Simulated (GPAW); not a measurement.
# Screening of a field by 2H-TaSeTe monolayer

Aim: the dipole that a field along the normal induces in 2H-TaSeTe monolayer.

Method: GPAW, PAW setups; layer in a repeated cell with vacuum, relaxation of atoms and in-plane cell, in the first sound run; inputs show where later runs differ, in GPAW 26.7.0.

### Step 1. The starting structure

The cell holds 3 atoms: 1 Te, 1 Ta and 1 Se. Cell: a = 3.722 Å, b = 3.722 Å, c = 21.707 Å, α = 90.0°, β = 90.0°, γ = 120.0°. Vacuum lies along c.

### Step 2. Relaxing the atoms

The atoms are relaxed first, since the surface dipole, and with it the work function, follows the positions of the outer layers.

The input, run.py:

```python
import json
import numpy as np
from ase import Atoms
from ase.filters import FrechetCellFilter
from ase.optimize import BFGS
from gpaw import GPAW, PW

slab = Atoms(
    ['Te', 'Ta', 'Se'],
    positions=[
        [-0.00000, 2.14905, 9.00000],
        [0.00000, 0.00000, 10.99161],
        [-0.00000, 2.14905, 12.70744]],
    cell=[[3.72226, 0.0, 0.0], [-1.86113, 3.22357, 0.0], [0.0, 0.0, 21.7074]],
    pbc=[True, True, True])

slab.calc = GPAW(mode=PW(600), xc='PBE', kpts={'size': (9, 9, 1), 'gamma': True},
                 occupations={'name': 'fermi-dirac', 'width': 0.05}, nbands='160%',
                 convergence={'density': 1e-05}, maxiter=200,
                 symmetry={'tolerance': 1e-3}, txt='slab.txt')
result = {}
# The in-plane cell is free; stress needs a cell that repeats along all three vectors
path = []
opt = BFGS(FrechetCellFilter(slab, mask=[1, 1, 0, 0, 0, 1]), maxstep=0.2)
opt.attach(lambda: path.append((slab.get_potential_energy(), slab.positions.tolist(), slab.get_forces().tolist())))
result['relaxed'] = bool(opt.run(fmax=0.02, steps=45))
result['path'] = path
result['cell'] = slab.cell.tolist()
print('in-plane lattice', slab.cell.cellpar().round(4)[[0, 1, 5]])
energy = slab.get_potential_energy()
fermi = slab.calc.get_fermi_level()
v = slab.calc.get_electrostatic_potential().mean((0, 1)) - fermi
n = slab.calc.get_pseudo_density().mean((0, 1))
L = slab.cell[2, 2]
z = np.arange(len(v)) * L / len(v)
low, high = slab.positions[:, 2].min(), slab.positions[:, 2].max()
below, above = np.interp([low - 6.8, high + 6.8], z, v)
slopes = [np.interp(x, z, np.gradient(v, z)) for x in (low - 6.8, high + 6.8)]
eps = np.array([[slab.calc.get_eigenvalues(k, s) for k in range(len(slab.calc.get_ibz_k_points()))]
                for s in range(slab.calc.get_number_of_spins())]) - fermi
top, bottom = eps[eps < 0].max(), eps[eps > 0].min()
dipole = slab.get_dipole_moment()[2]
print(f'energy {energy:.4f} eV, Fermi level {fermi:.4f} eV, dipole {dipole:.5f} e A')
print(f'potential 6.8 A off the faces, from the Fermi level: lower {below:.4f} eV, upper {above:.4f} eV')
print(f'slope of the potential there: lower {slopes[0]:.5f}, upper {slopes[1]:.5f} eV/A')
print(f'nearest levels on the mesh: {top:.4f} and {bottom:.4f} eV')
print('magnetic moment', round(slab.get_magnetic_moment(), 3))
result.update(energy=energy, fermi=fermi, dipole=dipole, below=below, above=above, slopes=slopes, edges=[top, bottom],
              z=z.tolist(), v=v.tolist(), n=n.tolist(), positions=slab.positions.tolist(),
              forces=slab.get_forces(apply_constraint=False).tolist(), moments=slab.get_magnetic_moments().tolist())
json.dump(result, open('result.json', 'w'))
```

The run is started by

```
$ OMP_NUM_THREADS=1 OPENBLAS_NUM_THREADS=1 python run.py
```

What it wrote:

```text
Step          Energy          fmax
BFGS:    0      -17.902324        1.784917
BFGS:    1      -18.033668        1.458698
BFGS:    2      -18.253047        0.543997
BFGS:    3      -18.268988        0.099332
BFGS:    4      -18.269534        0.046398
BFGS:    5      -18.269646        0.046094
BFGS:    6      -18.269824        0.044466
BFGS:    7      -18.269901        0.037922
BFGS:    8      -18.269955        0.027039
BFGS:    9      -18.269973        0.011190
in-plane lattice [  3.5877   3.5877 120.    ]
energy -18.2553 eV, Fermi level -1.2543 eV, dipole -0.02037 e A
potential 6.8 A off the faces, from the Fermi level: lower 5.0040 eV, upper 5.0734 eV
slope of the potential there: lower -0.01501, upper -0.01511 eV/A
nearest levels on the mesh: -0.0013 and 0.0050 eV
magnetic moment 0.0
```

The job ended after 7.1 min (1 thread of Arm Neoverse V1, shared host; peak memory 0.37 GiB).

This step gave:

- dipole along the normal: -0.02037 e·Å
- levels nearest the Fermi level on the mesh: -0.001251, 0.005034 eV from the Fermi level

The electrostatic potential energy of an electron (without an applied field's), less the Fermi level, planar mean by z:

| z (Å) | electrostatic potential energy of an electron (without an applied field's), less the Fermi level, planar mean (eV) |
| --- | --- |
| 0.0 | 5.04 |
| 0.5 | 5.03 |
| 1.0 | 5.02 |
| 1.5 | 5.02 |
| 2.0 | 5.01 |
| 2.5 | 5.00 |
| 3.0 | 4.99 |
| 3.5 | 4.99 |
| 4.0 | 4.98 |
| 4.5 | 4.97 |
| 5.0 | 4.96 |
| 5.5 | 4.95 |
| 6.0 | 4.94 |
| 6.5 | 4.90 |
| 7.0 | 4.76 |
| 7.5 | 4.21 |
| 8.0 | 2.01 |
| 8.5 | -5.78 |
| 9.0 | -19.0 |
| 9.5 | -12.1 |
| 10.0 | -3.67 |
| 10.5 | -9.13 |
| 11.0 | -17.5 |
| 11.5 | -9.72 |
| 12.0 | -6.18 |
| 12.5 | -16.3 |
| 13.0 | -7.04 |
| 13.5 | 2.12 |
| 14.0 | 4.49 |
| 14.5 | 5.00 |
| 15.0 | 5.11 |
| 15.5 | 5.13 |
| 16.0 | 5.12 |
| 16.5 | 5.12 |
| 17.0 | 5.11 |
| 17.5 | 5.10 |
| 18.0 | 5.09 |
| 18.5 | 5.09 |
| 19.0 | 5.08 |
| 19.5 | 5.07 |
| 20.0 | 5.06 |
| 20.5 | 5.06 |
| 21.0 | 5.05 |
| 21.5 | 5.04 |

Table of pseudo valence density, planar mean by z:

| z (Å) | pseudo valence density, planar mean (e/Å³) |
| --- | --- |
| 5.0 | 2.8e-5 |
| 5.5 | 1.1e-4 |
| 6.0 | 4.7e-4 |
| 6.5 | 0.00191 |
| 7.0 | 0.00791 |
| 7.5 | 0.0320 |
| 8.0 | 0.116 |
| 8.5 | 0.281 |
| 9.0 | 0.124 |
| 9.5 | 0.314 |
| 10.0 | 0.332 |
| 10.5 | 0.515 |
| 11.0 | 1.03 |
| 11.5 | 0.558 |
| 12.0 | 0.412 |
| 12.5 | 0.234 |
| 13.0 | 0.326 |
| 13.5 | 0.143 |
| 14.0 | 0.0354 |
| 14.5 | 0.00768 |
| 15.0 | 0.00165 |
| 15.5 | 3.6e-4 |
| 16.0 | 7.9e-5 |

The relaxation lowered the energy of the cell by 0.369 eV (energies extrapolated to zero smearing; the optimiser's log prints free energies). The largest force left on a free atom is 0.011 eV/Å.

### Step 3. Plane waves, PBE

With the geometry fixed, the planar mean of the potential gives the vacuum level on each side.

This step: GPAW, PAW setups; slab in vacuum (GPAW 26.7.0).

The cell differs from the one that the last finished run ended in (c 21.707 → 21.495 Å).

Edit run.py of step 2 so:

```diff
@@ -3,4 +3,2 @@
 from ase import Atoms
-from ase.filters import FrechetCellFilter
-from ase.optimize import BFGS
 from gpaw import GPAW, PW
@@ -10,21 +8,14 @@
     positions=[
-        [-0.00000, 2.14905, 9.00000],
-        [0.00000, 0.00000, 10.99161],
-        [-0.00000, 2.14905, 12.70744]],
-    cell=[[3.72226, 0.0, 0.0], [-1.86113, 3.22357, 0.0], [0.0, 0.0, 21.7074]],
-    pbc=[True, True, True])
+        [-0.00000, 2.07135, 9.00000],
+        [-0.00000, 0.00000, 10.90486],
+        [-0.00000, 2.07135, 12.49525]],
+    cell=[[3.58768, 0.0, 0.0], [-1.79384, 3.10702, 0.0], [0.0, 0.0, 21.4952]],
+    pbc=[True, True, False])
 
-slab.calc = GPAW(mode=PW(600), xc='PBE', kpts={'size': (9, 9, 1), 'gamma': True},
+slab.calc = GPAW(mode=PW(400), xc='PBE', kpts={'size': (9, 9, 1), 'gamma': True},
                  occupations={'name': 'fermi-dirac', 'width': 0.05}, nbands='160%',
                  convergence={'density': 1e-05}, maxiter=200,
+                 poissonsolver={'dipolelayer': 'xy'},
                  symmetry={'tolerance': 1e-3}, txt='slab.txt')
 result = {}
-# The in-plane cell is free; stress needs a cell that repeats along all three vectors
-path = []
-opt = BFGS(FrechetCellFilter(slab, mask=[1, 1, 0, 0, 0, 1]), maxstep=0.2)
-opt.attach(lambda: path.append((slab.get_potential_energy(), slab.positions.tolist(), slab.get_forces().tolist())))
-result['relaxed'] = bool(opt.run(fmax=0.02, steps=45))
-result['path'] = path
-result['cell'] = slab.cell.tolist()
-print('in-plane lattice', slab.cell.cellpar().round(4)[[0, 1, 5]])
 energy = slab.get_potential_energy()
```

What it wrote:

```text
energy -18.2258 eV, Fermi level -1.2180 eV, dipole -0.01500 e A
potential 6.8 A off the faces, from the Fermi level: lower 4.9208 eV, upper 5.1604 eV
slope of the potential there: lower 0.00004, upper -0.00004 eV/A
nearest levels on the mesh: -0.0015 and 0.0050 eV
magnetic moment 0.0
```

It took 32 s on 1 thread; peak memory 0.2 GiB.

This step gave:

* dipole along the normal: -0.01500 e·Å
* levels nearest the Fermi level on the mesh: -0.001453, 0.004992 eV from the Fermi level
* upper work function: 5.160 eV
* lower work function: 4.921 eV

Table of electrostatic potential energy of an electron (without an applied field's), less the Fermi level, planar mean by z:

z (Å), electrostatic potential energy of an electron (without an applied field's), less the Fermi level, planar mean (eV) and a bar from the least value:
```
      0.0        5.0 ##############################
      0.5        4.9 ##############################
      1.0        4.9 ##############################
      1.5        4.9 ##############################
      2.0        4.9 ##############################
      2.5        4.9 ##############################
      3.0        4.9 ##############################
      3.5        4.9 ##############################
      4.0        4.9 ##############################
      4.5        4.9 ##############################
      5.0        4.9 ##############################
      5.5        4.9 ##############################
      6.0        4.9 ##############################
      6.5        4.9 ##############################
      7.0        4.7 #############################
      7.5        4.0 #############################
      8.0        1.1 #########################
      8.5       -8.5 #############
      9.0      -19.6 
      9.5       -9.4 ############
     10.0       -3.7 ###################
     10.5      -11.4 ##########
     11.0      -17.1 ###
     11.5       -7.8 ##############
     12.0       -7.5 ###############
     12.5      -16.6 ####
     13.0       -4.3 ###################
     13.5        2.9 ###########################
     14.0        4.7 #############################
     14.5        5.1 ##############################
     15.0        5.1 ##############################
     15.5        5.2 ##############################
     16.0        5.2 ##############################
     16.5        5.2 ##############################
     17.0        5.2 ##############################
     17.5        5.2 ##############################
     18.0        5.2 ##############################
     18.5        5.2 ##############################
     19.0        5.2 ##############################
     19.5        5.2 ##############################
     20.0        5.2 ##############################
     20.5        5.2 ##############################
     21.0        5.2 ##############################
```

The pseudo valence density, planar mean oscillates, so the rows of the table below give means over windows of 1 Å about each position, cut where the curve ends. Its maxima inside the range that stand out by 2 % of the span (Å: e/Å³): 8.4: 0.279, 9.7: 0.355, 11.0: 1.04, 12.9: 0.333. Its minima: 9.0: 0.106, 9.9: 0.330, 12.5: 0.201.

Table of pseudo valence density, planar mean by z; means over each step:

| z (Å) | pseudo valence density, planar mean (e/Å³) |
| --- | --- |
| 5 | 5.3e-5 |
| 6 | 8.8e-4 |
| 7 | 0.0145 |
| 8 | 0.157 |
| 9 | 0.214 |
| 10 | 0.388 |
| 11 | 0.808 |
| 12 | 0.380 |
| 13 | 0.241 |
| 14 | 0.0376 |
| 15 | 0.00185 |
| 16 | 8.6e-5 |

The potential is flat to 4.4e-5 eV/Å where it is read, so the vacuum is wide enough.

### Step 4. In a field

A uniform field along the normal polarises the slab; the atoms stay fixed, so this is the electronic response alone.

Edit run.py of step 3 so:

```diff
@@ -4,2 +4,3 @@
 from gpaw import GPAW, PW
+from gpaw.external import ConstantElectricField
 
@@ -18,2 +19,3 @@
                  poissonsolver={'dipolelayer': 'xy'},
+                 external=ConstantElectricField(-0.2, [0, 0, 1]),
                  symmetry={'tolerance': 1e-3}, txt='slab.txt')
```

What it wrote:

```text
energy -18.2360 eV, Fermi level -1.2057 eV, dipole -0.08747 e A
potential 6.8 A off the faces, from the Fermi level: lower 4.3119 eV, upper 5.7320 eV
slope of the potential there: lower 0.00004, upper -0.00004 eV/A
nearest levels on the mesh: -0.0723 and 0.0009 eV
magnetic moment 0.0
```

Wall time 1.9 min (1 thread); peak memory 0.29 GiB.

Numbers from this step:

* dipole along the normal: -0.08747 e·Å
* levels nearest the Fermi level on the mesh: -0.07226, 8.98e-4 eV from the Fermi level
* potential below the slab, the applied field's own ramp left out: 4.312 eV from the Fermi level
* potential above the slab, the applied field's own ramp left out: 5.732 eV from the Fermi level

Table of electrostatic potential energy of an electron (without an applied field's), less the Fermi level, planar mean by z:

| z (Å) | electrostatic potential energy of an electron (without an applied field's), less the Fermi level, planar mean (eV) |
| --- | --- |
| 0.0 | 5.02 |
| 0.5 | 4.31 |
| 1.0 | 4.31 |
| 1.5 | 4.31 |
| 2.0 | 4.31 |
| 2.5 | 4.31 |
| 3.0 | 4.31 |
| 3.5 | 4.31 |
| 4.0 | 4.31 |
| 4.5 | 4.31 |
| 5.0 | 4.31 |
| 5.5 | 4.31 |
| 6.0 | 4.30 |
| 6.5 | 4.26 |
| 7.0 | 4.10 |
| 7.5 | 3.40 |
| 8.0 | 0.561 |
| 8.5 | -8.91 |
| 9.0 | -19.9 |
| 9.5 | -9.66 |
| 10.0 | -3.83 |
| 10.5 | -11.5 |
| 11.0 | -17.0 |
| 11.5 | -7.69 |
| 12.0 | -7.27 |
| 12.5 | -16.3 |
| 13.0 | -3.86 |
| 13.5 | 3.40 |
| 14.0 | 5.21 |
| 14.5 | 5.62 |
| 15.0 | 5.71 |
| 15.5 | 5.73 |
| 16.0 | 5.73 |
| 16.5 | 5.73 |
| 17.0 | 5.73 |
| 17.5 | 5.73 |
| 18.0 | 5.73 |
| 18.5 | 5.73 |
| 19.0 | 5.73 |
| 19.5 | 5.73 |
| 20.0 | 5.73 |
| 20.5 | 5.73 |
| 21.0 | 5.73 |

The dipole is now -0.0875 e Å, against -0.015 in the run without a field.

### Step 5. In a field

Edit run.py of step 4 so:

```diff
@@ -19,3 +19,3 @@
                  poissonsolver={'dipolelayer': 'xy'},
-                 external=ConstantElectricField(-0.2, [0, 0, 1]),
+                 external=ConstantElectricField(-0.1, [0, 0, 1]),
                  symmetry={'tolerance': 1e-3}, txt='slab.txt')
```

What it wrote:

```text
energy -18.2291 eV, Fermi level -1.2114 eV, dipole -0.05112 e A
potential 6.8 A off the faces, from the Fermi level: lower 4.6157 eV, upper 5.4455 eV
slope of the potential there: lower 0.00004, upper -0.00004 eV/A
nearest levels on the mesh: -0.0003 and 0.0055 eV
magnetic moment 0.0
```

Elapsed: 1.9 min, on 1 thread; peak memory 0.29 GiB.

This step gave:

```
dipole along the normal                                         : -0.05112 e·Å
levels nearest the Fermi level on the mesh                      : -2.67e-4, 0.005520 eV from the Fermi level
potential below the slab, the applied field's own ramp left out : 4.616 eV from the Fermi level
potential above the slab, the applied field's own ramp left out : 5.446 eV from the Fermi level
```

Table of electrostatic potential energy of an electron (without an applied field's), less the Fermi level, planar mean by z:

| z (Å) | electrostatic potential energy of an electron (without an applied field's), less the Fermi level, planar mean (eV) |
| --- | --- |
| 0.0 | 5.03 |
| 0.5 | 4.62 |
| 1.0 | 4.62 |
| 1.5 | 4.62 |
| 2.0 | 4.62 |
| 2.5 | 4.62 |
| 3.0 | 4.62 |
| 3.5 | 4.62 |
| 4.0 | 4.62 |
| 4.5 | 4.62 |
| 5.0 | 4.62 |
| 5.5 | 4.61 |
| 6.0 | 4.60 |
| 6.5 | 4.56 |
| 7.0 | 4.39 |
| 7.5 | 3.68 |
| 8.0 | 0.815 |
| 8.5 | -8.69 |
| 9.0 | -19.8 |
| 9.5 | -9.54 |
| 10.0 | -3.76 |
| 10.5 | -11.4 |
| 11.0 | -17.0 |
| 11.5 | -7.77 |
| 12.0 | -7.40 |
| 12.5 | -16.4 |
| 13.0 | -4.08 |
| 13.5 | 3.15 |
| 14.0 | 4.94 |
| 14.5 | 5.33 |
| 15.0 | 5.42 |
| 15.5 | 5.44 |
| 16.0 | 5.44 |
| 16.5 | 5.45 |
| 17.0 | 5.45 |
| 17.5 | 5.45 |
| 18.0 | 5.45 |
| 18.5 | 5.45 |
| 19.0 | 5.45 |
| 19.5 | 5.45 |
| 20.0 | 5.45 |
| 20.5 | 5.45 |
| 21.0 | 5.45 |

The dipole is now -0.0511 e Å, against -0.015 in the run without a field.

### Step 6. In a field

Edit run.py of step 5 so:

```diff
@@ -19,3 +19,3 @@
                  poissonsolver={'dipolelayer': 'xy'},
-                 external=ConstantElectricField(-0.1, [0, 0, 1]),
+                 external=ConstantElectricField(-0.05, [0, 0, 1]),
                  symmetry={'tolerance': 1e-3}, txt='slab.txt')
```

What it wrote:

```text
energy -18.2270 eV, Fermi level -1.2145 eV, dipole -0.03294 e A
potential 6.8 A off the faces, from the Fermi level: lower 4.7680 eV, upper 5.3028 eV
slope of the potential there: lower 0.00004, upper -0.00004 eV/A
nearest levels on the mesh: -0.0009 and 0.0053 eV
magnetic moment 0.0
```

Wall time 2 min (1 thread); peak memory 0.29 GiB.

The electrostatic potential energy of an electron (without an applied field's), less the Fermi level, planar mean by z:

| z (Å) | electrostatic potential energy of an electron (without an applied field's), less the Fermi level, planar mean (eV) |
| --- | --- |
| 0.0 | 5.04 |
| 0.5 | 4.77 |
| 1.0 | 4.77 |
| 1.5 | 4.77 |
| 2.0 | 4.77 |
| 2.5 | 4.77 |
| 3.0 | 4.77 |
| 3.5 | 4.77 |
| 4.0 | 4.77 |
| 4.5 | 4.77 |
| 5.0 | 4.77 |
| 5.5 | 4.77 |
| 6.0 | 4.76 |
| 6.5 | 4.71 |
| 7.0 | 4.54 |
| 7.5 | 3.82 |
| 8.0 | 0.942 |
| 8.5 | -8.59 |
| 9.0 | -19.7 |
| 9.5 | -9.48 |
| 10.0 | -3.73 |
| 10.5 | -11.4 |
| 11.0 | -17.0 |
| 11.5 | -7.80 |
| 12.0 | -7.46 |
| 12.5 | -16.5 |
| 13.0 | -4.19 |
| 13.5 | 3.02 |
| 14.0 | 4.80 |
| 14.5 | 5.19 |
| 15.0 | 5.28 |
| 15.5 | 5.30 |
| 16.0 | 5.30 |
| 16.5 | 5.30 |
| 17.0 | 5.30 |
| 17.5 | 5.30 |
| 18.0 | 5.30 |
| 18.5 | 5.30 |
| 19.0 | 5.30 |
| 19.5 | 5.30 |
| 20.0 | 5.30 |
| 20.5 | 5.30 |
| 21.0 | 5.30 |

### Step 7. Field on

Edit run.py of step 6 so:

```diff
@@ -19,3 +19,3 @@
                  poissonsolver={'dipolelayer': 'xy'},
-                 external=ConstantElectricField(-0.05, [0, 0, 1]),
+                 external=ConstantElectricField(0.05, [0, 0, 1]),
                  symmetry={'tolerance': 1e-3}, txt='slab.txt')
```

What it wrote:

```text
energy -18.2255 eV, Fermi level -1.2216 eV, dipole 0.00343 e A
potential 6.8 A off the faces, from the Fermi level: lower 5.0740 eV, upper 5.0184 eV
slope of the potential there: lower 0.00004, upper -0.00004 eV/A
nearest levels on the mesh: -0.0021 and 0.0047 eV
magnetic moment 0.0
```

Wall time 2 min (1 thread); peak memory 0.29 GiB.

Electrostatic potential energy of an electron (without an applied field's), less the Fermi level, planar mean against z:

| z (Å) | electrostatic potential energy of an electron (without an applied field's), less the Fermi level, planar mean (eV) |
| --- | --- |
| 0 | 5.05 |
| 1 | 5.07 |
| 2 | 5.07 |
| 3 | 5.07 |
| 4 | 5.07 |
| 5 | 5.07 |
| 6 | 5.06 |
| 7 | 4.84 |
| 8 | 1.20 |
| 9 | -19.5 |
| 10 | -3.66 |
| 11 | -17.1 |
| 12 | -7.58 |
| 13 | -4.40 |
| 14 | 4.53 |
| 15 | 5.00 |
| 16 | 5.02 |
| 17 | 5.02 |
| 18 | 5.02 |
| 19 | 5.02 |
| 20 | 5.02 |
| 21 | 5.02 |

### Step 8. Field on

Edit run.py of step 7 so:

```diff
@@ -19,3 +19,3 @@
                  poissonsolver={'dipolelayer': 'xy'},
-                 external=ConstantElectricField(0.05, [0, 0, 1]),
+                 external=ConstantElectricField(0.1, [0, 0, 1]),
                  symmetry={'tolerance': 1e-3}, txt='slab.txt')
```

What it wrote:

```text
energy -18.2262 eV, Fermi level -1.2255 eV, dipole 0.02162 e A
potential 6.8 A off the faces, from the Fermi level: lower 5.2275 eV, upper 4.8766 eV
slope of the potential there: lower 0.00004, upper -0.00004 eV/A
nearest levels on the mesh: -0.0027 and 0.0045 eV
magnetic moment 0.0
```

It took 1.9 min on 1 thread; peak memory 0.29 GiB.

The dipole is now 0.0216 e Å, against -0.015 in the run without a field.

(Continued in part 2 of 2.)

[Logs are printed without paths, hosts, clocks, repeated set-up lines and the standing remarks that a program may print on its own settings, such as how far it seeks lower states.]

[Hosts, paths, dates, database ids (printed as entryN), source tags and the programs' standing remarks are cut or masked in the printed files.]
